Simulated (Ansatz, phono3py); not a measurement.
# Scattering channels in Ac2O3 (P-3m1), one at a time, part 3 of 5

Aim: with force constants in hand, see how mesh, solver, isotopes and boundaries change the conductivity of Ac2O3.

Ansatz 0.2.0 and phono3py 4.10.0; DFT LDA, scalar-relativistic, plane waves, PAW (the session's first sound run).

So far, κ at 300 K (W/m/K): step 3 (relaxation-time solution) 2.01; step 8 (q-mesh of the transport sums 9×9×5) 1.85; step 9 (q-mesh of the transport sums 13×13×7) 1.95; step 10 (q-mesh of the transport sums 17×17×9) 2.02; step 11 (q-mesh of the transport sums 21×21×11) 2.06.

The database entry behind the starting cell is an old determination (1949), so it need not match the best structure at ambient conditions.

## Step 13: Boundary scattering, third order supercell 3×3×2, supercell 3×3×2

A boundary term v/L is added to each rate, a simple model of grains or a thin sample.

This step: DFT LDA, scalar-relativistic, plane waves, PAW; phono3py on Ansatz's force constants (phono3py 4.10.0).

Input file phono3py.yaml:

```yaml
phono3py:
  version: "4.10.0"
  frequency_unit_conversion_factor: 15.633302
  symmetry_tolerance: 1.00000e-05

physical_unit:
  atomic_mass: "AMU"
  length: "angstrom"

space_group:
  type: "P-3m1"
  number: 164
  Hall_symbol: "-P 3 2\""

primitive_matrix:
- [  1.000000000000000,  0.000000000000000,  0.000000000000000 ]
- [  0.000000000000000,  1.000000000000000,  0.000000000000000 ]
- [  0.000000000000000,  0.000000000000000,  1.000000000000000 ]

supercell_matrix:
- [   3,   0,   0 ]
- [   0,   3,   0 ]
- [   0,   0,   2 ]

# [primitive_cell block left out]
unit_cell:
  lattice:
  - [     4.072737246495332,     0.000000000028868,     0.000000000000000 ] # a
  - [    -2.036368623272666,     3.527093918389609,     0.000000000000000 ] # b
  - [     0.000000000000000,     0.000000000000000,     6.322489122600000 ] # c
  points:
  - symbol: Ac # 1
    coordinates: [  0.333333333333333,  0.666666666666667,  0.246946673400000 ]
    mass: 227.027750
    reduced_to: 1
  - symbol: Ac # 2
    coordinates: [  0.666666666666667,  0.333333333333333,  0.753053326600000 ]
    mass: 227.027750
    reduced_to: 2
  - symbol: O # 3
    coordinates: [  0.000000000000000,  0.000000000000000,  0.000000000000000 ]
    mass: 15.999000
    reduced_to: 3
  - symbol: O # 4
    coordinates: [  0.333333333333333,  0.666666666666667,  0.642573608000000 ]
    mass: 15.999000
    reduced_to: 4
  - symbol: O # 5
    coordinates: [  0.666666666666667,  0.333333333333333,  0.357426392000000 ]
    mass: 15.999000
    reduced_to: 5

# [supercell block left out]
phonon_supercell_matrix:
- [   3,   0,   0 ]
- [   0,   3,   0 ]
- [   0,   0,   2 ]

# [phonon_primitive_cell block left out]
# [phonon_supercell block left out]
nac:
  born_effective_charge:
  - # 1 (Ac)
    - [  4.055206627906323,  0.000000000000000,  0.000000000000000 ]
    - [  0.000000000000000,  4.055206627906322,  0.000000000000000 ]
    - [  0.000000000000000,  0.000000000000000,  3.848764977161227 ]
  - # 2 (Ac)
    - [  4.055206627906323,  0.000000000000000,  0.000000000000000 ]
    - [  0.000000000000000,  4.055206627906322,  0.000000000000000 ]
    - [  0.000000000000000,  0.000000000000000,  3.848764977161227 ]
  - # 3 (O)
    - [ -2.689163683064379,  0.000000000000000,  0.000000000000000 ]
    - [  0.000000000000000, -2.689163683064379,  0.000000000000000 ]
    - [  0.000000000000000,  0.000000000000000, -2.513510292300452 ]
  - # 4 (O)
    - [ -2.710624786374133,  0.000000000000000,  0.000000000000000 ]
    - [  0.000000000000000, -2.710624786374133,  0.000000000000000 ]
    - [  0.000000000000000,  0.000000000000000, -2.592009831011001 ]
  - # 5 (O)
    - [ -2.710624786374134,  0.000000000000000,  0.000000000000000 ]
    - [  0.000000000000000, -2.710624786374133,  0.000000000000000 ]
    - [  0.000000000000000,  0.000000000000000, -2.592009831011001 ]
  dielectric_constant:
    - [  4.521006771497703,  0.000000000000000,  0.000000000000000 ]
    - [  0.000000000000000,  4.521006771497703,  0.000000000000000 ]
    - [  0.000000000000000,  0.000000000000000,  4.615100166809227 ]
  unit_conversion_factor: 14.399645
```

Command:

```sh
$ phono3py phono3py.yaml --mesh 15 15 9 --br --isotope --mv 0 0 3.359e-05 3.359e-05 3.359e-05 --boundary-mfp 0.3 --ts 50 100 150 200 300 400 500 600 800 1000
```

The program printed:

```text
[banner, memory and clock lines left out]
Rust backend (phonors) using rayon (8 threads).
Running in phono3py.load mode.
Spglib version 2.8.0
----------------------------- General settings -----------------------------
Run mode: conductivity-RTA
HDF5 data compression filter: gzip
Crystal structure was read from "phono3py.yaml".
Supercell (dim): [3 3 2]
Phonon supercell (dim-fc2): [3 3 2]
Primitive matrix:
  [1. 0. 0.]
  [0. 1. 0.]
  [0. 0. 1.]
Spacegroup: P-3m1 (164)
Use -v option to watch primitive cell, unit cell, and supercell structures.
NAC parameters were read from "phono3py.yaml".
fc3 was read from "fc3.hdf5".
fc2 was read from "fc2.hdf5".
----------------------------- Force constants ------------------------------
Max drift of fc3: 0.00030000 (xyx) 0.00030000 (xyx) 0.00030000 (xxy)
Max drift of fc2: 0.00100000 (zz) 0.00100000 (zz)
--------------------------- Calculation settings ---------------------------
Non-analytical term correction (NAC): True
NAC unit conversion factor:  14.39964
BZ integration: Tetrahedron-method
Temperature:  50.0  100.0  150.0  200.0  300.0 ... 1000.0
Cutoff frequency: 0.01
Mesh sampling: [ 15 15 9 ]
Generating grid system ... [ 15 15 9 ]
fc3-r2q-transformation over three atoms: True
========================== Warning ==========================
 Phonon frequency of band index 3 at Gamma is calculated to be 0.040077.
 But this frequency is forced to be zero.
--------------------------- Phonon calculations ----------------------------
  PRB 50, 13035(R) (1994), PRB 55, 10355 (1997)
  G-cutoff distance: 0.92, Number of G-points: 299, Lambda: 0.21
Running harmonic phonon calculations...
-------------------- Lattice thermal conductivity (RTA) --------------------
Running heat capacity calculations...
Running velocity calculations...
Running isotope scattering calculations with tetrahedron method...
======================= Grid point 0 (1/211) =======================
q-point: ( 0.00  0.00  0.00)
Boundary mean free path (micrometer): 0.30000
Mass variance parameters: 0.00e+00 0.00e+00 3.36e-05 3.36e-05 3.36e-05
Number of triplets: 211
Frequency     group velocity (x, y, z)     |gv|
  -0.023   (   0.000    0.000    0.000)    0.000
  -0.018   (   0.000    0.000    0.000)    0.000
   0.040   (   0.000    0.000    0.000)    0.000
   2.329   (   0.000    0.000    0.000)    0.000
   2.329   (   0.000    0.000    0.000)    0.000
   4.441   (   0.000    0.000    0.000)    0.000
   4.519   (   0.000    0.000    0.000)    0.000
   4.519   (   0.000    0.000    0.000)    0.000
   5.033   (   0.000    0.000    0.000)    0.000
  10.183   (   0.000    0.000    0.000)    0.000
  10.183   (   0.000    0.000    0.000)    0.000
  10.894   (   0.000    0.000    0.000)    0.000
  11.116   (   0.000    0.000    0.000)    0.000
  11.116   (   0.000    0.000    0.000)    0.000
  12.322   (   0.000    0.000    0.000)    0.000
======================= Grid point 1 (2/211) =======================
q-point: ( 0.07  0.00  0.00)
Boundary mean free path (micrometer): 0.30000
Mass variance parameters: 0.00e+00 0.00e+00 3.36e-05 3.36e-05 3.36e-05
Number of triplets: 544
Frequency     group velocity (x, y, z)     |gv|
   0.321   (  14.822    8.558  -14.779)   22.613
[...]
[208 grid points left out]
======================= Grid point 1046 (211/211) =======================
q-point: ( 0.33  0.33  0.44)
Boundary mean free path (micrometer): 0.30000
Mass variance parameters: 0.00e+00 0.00e+00 3.36e-05 3.36e-05 3.36e-05
Number of triplets: 347
Frequency     group velocity (x, y, z)     |gv|
[...]
5.839   (   6.807   -0.481    0.460)    6.840
   6.671   (  -0.000    0.000    0.523)    0.523
   8.672   (   0.005   -0.001   -0.111)    0.111
   8.753   (  -3.117   -6.241   -0.610)    7.003
   8.753   (   3.118    6.241   -0.614)    7.004
  11.501   (   0.002    0.000   -0.073)    0.073
  13.943   ( -14.060    2.398    1.089)   14.304
  13.943   (  14.059   -2.397    1.089)   14.304
=================== End of collection of collisions ===================
----------- Thermal conductivity (W/m-k) with tetrahedron method -----------
#  T(K)        xx         yy         zz         yz         xz         xy
   50.0       8.351      8.351      6.979      0.000     -0.000     -0.000
  100.0       5.052      5.052      3.988      0.000     -0.000     -0.000
  150.0       3.724      3.724      2.826      0.000      0.000     -0.000
  200.0       2.955      2.955      2.198      0.000      0.000     -0.000
  300.0       2.083      2.083      1.525      0.000      0.000     -0.000
  400.0       1.603      1.603      1.168      0.000      0.000     -0.000
  500.0       1.301      1.301      0.946      0.000      0.000     -0.000
  600.0       1.093      1.093      0.794      0.000      0.000     -0.000
  800.0       0.829      0.829      0.602      0.000      0.000     -0.000
 1000.0       0.667      0.667      0.484      0.000      0.000     -0.000

Thermal conductivity related properties were written into
"kappa-m15159.hdf5".
Summary of calculation was written in "phono3py.yaml".
```

Run time: 57 s. Hardware: 8 threads of Arm Neoverse V2, shared host; peak memory 0.12 GiB.

Numbers from this step:

```yaml
kappa_at_300_k: 1.897 W/m/K
kappa_xx_yy_zz_at_300_k: 2.083, 2.083, 1.525 W/m/K
```

W/m/K. Kappa, by row:

```tsv
T (K)	xx	yy	zz	yz	xz	xy
50	8.351	8.351	6.979	0	0	0
100	5.052	5.052	3.988	0	0	0
150	3.724	3.724	2.826	0	0	0
200	2.955	2.955	2.198	0	0	0
300	2.083	2.083	1.525	0	0	0
400	1.603	1.603	1.168	0	0	0
500	1.301	1.301	0.9457	0	0	0
600	1.093	1.093	0.7945	0	0	0
800	0.8287	0.8287	0.6018	0	0	0
1000	0.6669	0.6669	0.4843	0	0	0
```

κ at 300 K goes from 2.01 in the base run to 1.90 W/(m K).

## Step 14: Boundary scattering, third order supercell 3×3×2, supercell 3×3×2 (run 2)

A boundary term v/L is added to each rate, a simple model of grains or a thin sample.

phono3py.yaml is that of step 13.

Command:

```sh
$ phono3py phono3py.yaml --mesh 15 15 9 --br --isotope --mv 0 0 3.359e-05 3.359e-05 3.359e-05 --boundary-mfp 10 --ts 50 100 150 200 300 400 500 600 800 1000
```

The program printed:

```text
[banner, memory and clock lines left out]
Rust backend (phonors) using rayon (8 threads).
Running in phono3py.load mode.
Spglib version 2.8.0
----------------------------- General settings -----------------------------
Run mode: conductivity-RTA
HDF5 data compression filter: gzip
Crystal structure was read from "phono3py.yaml".
Supercell (dim): [3 3 2]
Phonon supercell (dim-fc2): [3 3 2]
Primitive matrix:
  [1. 0. 0.]
  [0. 1. 0.]
  [0. 0. 1.]
Spacegroup: P-3m1 (164)
Use -v option to watch primitive cell, unit cell, and supercell structures.
[...]
----------- Thermal conductivity (W/m-k) with tetrahedron method -----------
#  T(K)        xx         yy         zz         yz         xz         xy
   50.0      12.408     12.408     10.911      0.000      0.000     -0.000
  100.0       5.953      5.953      4.853      0.000      0.000     -0.000
  150.0       4.128      4.128      3.209      0.000      0.000     -0.000
[...]
800.0       0.846      0.846      0.617      0.000      0.000     -0.000
 1000.0       0.678      0.678      0.494      0.000      0.000     -0.000

Thermal conductivity related properties were written into
"kappa-m15159.hdf5".
Summary of calculation was written in "phono3py.yaml".
```

Run time: 59 s. Hardware: 8 threads; peak memory 0.12 GiB; 7.6 min of CPU time.

Numbers from this step:

- κ at 300 K: 2.003 W/m/K
- κ xx, yy, zz at 300 K: 2.192, 2.192, 1.626 W/m/K

W/m/K. Kappa, by row:

```tsv
T (K)	xx	yy	zz	yz	xz	xy
50	12.41	12.41	10.91	0	0	0
100	5.953	5.953	4.853	0	0	0
150	4.128	4.128	3.209	0	0	0
200	3.188	3.188	2.416	0	0	0
300	2.192	2.192	1.626	0	0	0
400	1.666	1.666	1.226	0	0	0
500	1.342	1.342	0.9838	0	0	0
600	1.123	1.123	0.8214	0	0	0
800	0.8457	0.8457	0.6173	0	0	0
1000	0.6779	0.6779	0.4943	0	0	0
```

κ at 300 K goes from 2.01 in the base run to 2.00 W/(m K).

## Step 15: Adding coherences, third order supercell 3×3×2, supercell 3×3×2

Close branches can carry heat by tunnelling between them, which the particle picture leaves out.

phono3py.yaml is that of step 14.

Command:

```sh
$ phono3py phono3py.yaml --mesh 15 15 9 --br --isotope --mv 0 0 3.359e-05 3.359e-05 3.359e-05 --tt smm19 --ts 50 100 150 200 300 400 500 600 800 1000
```

The program printed:

```text
[banner, memory and clock lines left out]
Rust backend (phonors) using rayon (8 threads).
Running in phono3py.load mode.
Spglib version 2.8.0
----------------------------- General settings -----------------------------
Run mode: conductivity-RTA
HDF5 data compression filter: gzip
Crystal structure was read from "phono3py.yaml".
Supercell (dim): [3 3 2]
Phonon supercell (dim-fc2): [3 3 2]
Primitive matrix:
  [1. 0. 0.]
  [0. 1. 0.]
  [0. 0. 1.]
Spacegroup: P-3m1 (164)
Use -v option to watch primitive cell, unit cell, and supercell structures.
NAC parameters were read from "phono3py.yaml".
fc3 was read from "fc3.hdf5".
fc2 was read from "fc2.hdf5".
----------------------------- Force constants ------------------------------
Max drift of fc3: 0.00030000 (xyx) 0.00030000 (xyx) 0.00030000 (xxy)
Max drift of fc2: 0.00100000 (zz) 0.00100000 (zz)
--------------------------- Calculation settings ---------------------------
Non-analytical term correction (NAC): True
NAC unit conversion factor:  14.39964
BZ integration: Tetrahedron-method
Temperature:  50.0  100.0  150.0  200.0  300.0 ... 1000.0
Cutoff frequency: 0.01
Mesh sampling: [ 15 15 9 ]
Generating grid system ... [ 15 15 9 ]
fc3-r2q-transformation over three atoms: True
Optional transport type: SMM19
========================== Warning ==========================
 Phonon frequency of band index 3 at Gamma is calculated to be 0.040077.
 But this frequency is forced to be zero.
--------------------------- Phonon calculations ----------------------------
  PRB 50, 13035(R) (1994), PRB 55, 10355 (1997)
  G-cutoff distance: 0.92, Number of G-points: 299, Lambda: 0.21
Running harmonic phonon calculations...
-------------------- Lattice thermal conductivity (RTA) --------------------
Running heat capacity calculations...
Running velocity calculations...
Running isotope scattering calculations with tetrahedron method...
======================= Grid point 0 (1/211) =======================
q-point: ( 0.00  0.00  0.00)
Boundary mean free path (millimeter): 1000.000
Mass variance parameters: 0.00e+00 0.00e+00 3.36e-05 3.36e-05 3.36e-05
Number of triplets: 211
Frequency     group velocity (x, y, z)     |gv|
  -0.023   (   0.000    0.000    0.000)    0.000
  -0.018   (   0.000    0.000    0.000)    0.000
   0.040   (   0.000    0.000    0.000)    0.000
   2.329   (   0.000    0.000    0.000)    0.000
   2.329   (   0.000    0.000    0.000)    0.000
   4.441   (   0.000    0.000    0.000)    0.000
   4.519   (   0.000    0.000    0.000)    0.000
   4.519   (   0.000    0.000    0.000)    0.000
   5.033   (   0.000    0.000    0.000)    0.000
  10.183   (   0.000    0.000    0.000)    0.000
  10.183   (   0.000    0.000    0.000)    0.000
  10.894   (   0.000    0.000    0.000)    0.000
  11.116   (   0.000    0.000    0.000)    0.000
  11.116   (   0.000    0.000    0.000)    0.000
  12.322   (   0.000    0.000    0.000)    0.000
======================= Grid point 1 (2/211) =======================
q-point: ( 0.07  0.00  0.00)
Boundary mean free path (millimeter): 1000.000
Mass variance parameters: 0.00e+00 0.00e+00 3.36e-05 3.36e-05 3.36e-05
Number of triplets: 544
Frequency     group velocity (x, y, z)     |gv|
   0.321   (  14.822    8.558  -14.779)   22.613
[...]
[208 grid points left out]
======================= Grid point 1046 (211/211) =======================
q-point: ( 0.33  0.33  0.44)
Boundary mean free path (millimeter): 1000.000
Mass variance parameters: 0.00e+00 0.00e+00 3.36e-05 3.36e-05 3.36e-05
Number of triplets: 347
Frequency     group velocity (x, y, z)     |gv|
[...]
5.839   (   6.807   -0.481    0.460)    6.840
   6.671   (  -0.000    0.000    0.523)    0.523
   8.672   (   0.005   -0.001   -0.111)    0.111
   8.753   (  -3.117   -6.241   -0.610)    7.003
   8.753   (   3.118    6.241   -0.614)    7.004
  11.501   (   0.002    0.000   -0.073)    0.073
  13.943   ( -14.060    2.398    1.089)   14.304
  13.943   (  14.059   -2.397    1.089)   14.304
=================== End of collection of collisions ===================
----------- Thermal conductivity (W/m-k) with tetrahedron method -----------
#          T(K)        xx         yy         zz         yz         xz         xy
K_intra    50.0      12.784     12.784     11.308      0.000     -0.000     -0.000
K_intra   100.0       6.005      6.005      4.903      0.000     -0.000     -0.000
K_intra   150.0       4.147      4.147      3.227      0.000     -0.000     -0.000
K_intra   200.0       3.198      3.198      2.426      0.000     -0.000     -0.000
K_intra   300.0       2.196      2.196      1.630      0.000     -0.000     -0.000
K_intra   400.0       1.668      1.668      1.228      0.000     -0.000     -0.000
K_intra   500.0       1.344      1.344      0.985      0.000     -0.000     -0.000
K_intra   600.0       1.124      1.124      0.822      0.000     -0.000     -0.000
K_intra   800.0       0.846      0.846      0.618      0.000     -0.000     -0.000
K_intra  1000.0       0.678      0.678      0.495      0.000     -0.000     -0.000

K_inter    50.0       0.087      0.087      0.020     -0.000      0.000     -0.000
K_inter   100.0       0.088      0.088      0.069     -0.000      0.000     -0.000
K_inter   150.0       0.114      0.114      0.116     -0.000      0.000     -0.000
K_inter   200.0       0.144      0.144      0.158      0.000      0.000     -0.000
K_inter   300.0       0.195      0.195      0.224      0.000      0.000     -0.000
K_inter   400.0       0.237      0.237      0.275      0.000      0.000     -0.000
K_inter   500.0       0.271      0.271      0.316      0.000      0.000     -0.000
K_inter   600.0       0.301      0.301      0.349      0.000      0.000     -0.000
K_inter   800.0       0.348      0.348      0.402      0.000      0.000     -0.000
K_inter  1000.0       0.386      0.386      0.442      0.000      0.000     -0.000

K_TOT      50.0      12.872     12.872     11.329      0.000     -0.000     -0.000
K_TOT     100.0       6.093      6.093      4.971      0.000     -0.000     -0.000
K_TOT     150.0       4.262      4.262      3.342      0.000     -0.000     -0.000
K_TOT     200.0       3.342      3.342      2.584      0.000     -0.000     -0.000
K_TOT     300.0       2.391      2.391      1.854      0.000     -0.000     -0.000
K_TOT     400.0       1.905      1.905      1.503      0.000     -0.000     -0.000
K_TOT     500.0       1.615      1.615      1.301      0.000     -0.000     -0.000
K_TOT     600.0       1.425      1.425      1.171      0.000     -0.000     -0.000
K_TOT     800.0       1.195      1.195      1.020      0.000     -0.000     -0.000
K_TOT    1000.0       1.064      1.064      0.937      0.000     -0.000     -0.000

Thermal conductivity related properties were written into
"kappa-m15159.hdf5".
Summary of calculation was written in "phono3py.yaml".
```

Run time: 60 s. Hardware: 8 threads; peak memory 0.13 GiB; 7.8 min of CPU time.

This step gave:

| Property | Result |
| --- | --- |
| κ at 300 K | 2.212 W/m/K |
| κ xx, yy, zz at 300 K | 2.391, 2.391, 1.854 W/m/K |

W/m/K. Kappa, by row:

```tsv
T (K)	xx	yy	zz	yz	xz	xy	intra mean	inter mean
50	12.87	12.87	11.33	0	0	0	12.29	0.0651
100	6.093	6.093	4.971	0	0	0	5.637	0.08159
150	4.262	4.262	3.342	0	0	0	3.84	0.1148
200	3.342	3.342	2.584	0	0	0	2.941	0.1482
300	2.391	2.391	1.854	0	0	0	2.007	0.2049
400	1.905	1.905	1.503	0	0	0	1.522	0.2496
500	1.615	1.615	1.301	0	0	0	1.224	0.286
600	1.425	1.425	1.171	0	0	0	1.023	0.3168
800	1.195	1.195	1.02	0	0	0	0.7701	0.3663
1000	1.064	1.064	0.9369	0	0	0	0.6171	0.4048
```

κ at 300 K goes from 2.01 in the base run to 2.21 W/(m K).

(Continued in part 4 of 5.)

[Logs are printed without paths, hosts, clocks, repeated set-up lines and the standing remarks that a program may print on its own settings, such as how far it seeks lower states.]

[Hosts, paths, dates, database ids (printed as entryN), source tags and the programs' standing remarks are cut or masked in the printed files.]

[A step with changed settings may run another functional than the one named; its input shows which.]
